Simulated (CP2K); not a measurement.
Consider 2-silylpyrimidine at its PBE geometry (Å).

```xyz
13

Si    2.4633   -0.1429   -0.1431
C     0.5751   -0.0053   -0.0434
N     0.0504    0.9356    0.7774
C    -1.2908    0.9843    0.8481
C    -2.1102    0.1210    0.1204
C    -1.4700   -0.8135   -0.6939
N    -0.1316   -0.8894   -0.7864
H     2.9239   -1.1762    0.8287
H     3.0828    1.1643    0.2016
H     2.8574   -0.5648   -1.5141
H    -1.7144    1.7430    1.5115
H    -3.1963    0.1720    0.1870
H    -2.0397   -1.5282   -1.2936
```

Method: CP2K XAS_TDP, all-electron GAPW, PBEh(45%), aug-pc-1, TDA, no relativity.

Q: Where do the C K-edge lines lie, and how strong are they?

Leading lines: C2 281.41 eV, C4 281.22 eV and C5 281.06 eV. The leading line of an atom is its first one with 35 % of the strongest within 2.5 eV of its lowest line over the strength cut. 

The first six lines of each atom with a strength over 0.0015:

| atom | energy (eV) | states | strength, one atom |
| --- | --- | --- | --- |
| C2 (bonded to 2 N and Si) | 281.41 | 1 | 0.0599 |
|  | 285.81 | 1 | 0.0164 |
|  | 286.31 | 1 | 0.0060 |
|  | 286.85 | 1 | 0.0028 |
|  | 286.89 | 1 | 0.0020 |
|  | 288.02 | 1 | 0.0022 |
| C4 (bonded to C, N and H) | 281.22 | 1 | 0.0617 |
|  | 285.35 | 1 | 0.0124 |
|  | 286.41 | 1 | 0.0036 |
|  | 286.78 | 1 | 0.0015 |
|  | 287.10 | 1 | 0.0029 |
|  | 287.52 | 1 | 0.0027 |
| C5 (bonded to 2 C and H) | 281.06 | 1 | 0.0513 |
|  | 284.21 | 1 | 0.0126 |
|  | 285.51 | 1 | 0.0040 |
|  | 285.66 | 1 | 0.0055 |
|  | 286.45 | 1 | 0.0037 |
|  | 286.67 | 1 | 0.0046 |

Lines are vertical, at one geometry, with no vibrational structure. Without a correction of the core level, line positions, and the gaps between valence and Rydberg lines, follow the share of exact exchange. At this level such K lines come out 3 to 6 eV under measured ones. Atoms with the same bonds but other surroundings in this conformer are left out. These values hold no scalar relativity, about 0.1 eV for C 1s. Rydberg lines, and the discretised continuum above threshold, depend on the basis and the box.

[Banner, clock and machine lines of the logs are left out without a mark of their own.]

[Logs are printed without paths, hosts, clocks, repeated set-up lines and the standing remarks that a program may print on its own settings, such as how far it seeks lower states.]

[Hosts, paths, dates, database ids (printed as entryN), source tags and the programs' standing remarks are cut or masked in the printed files.]
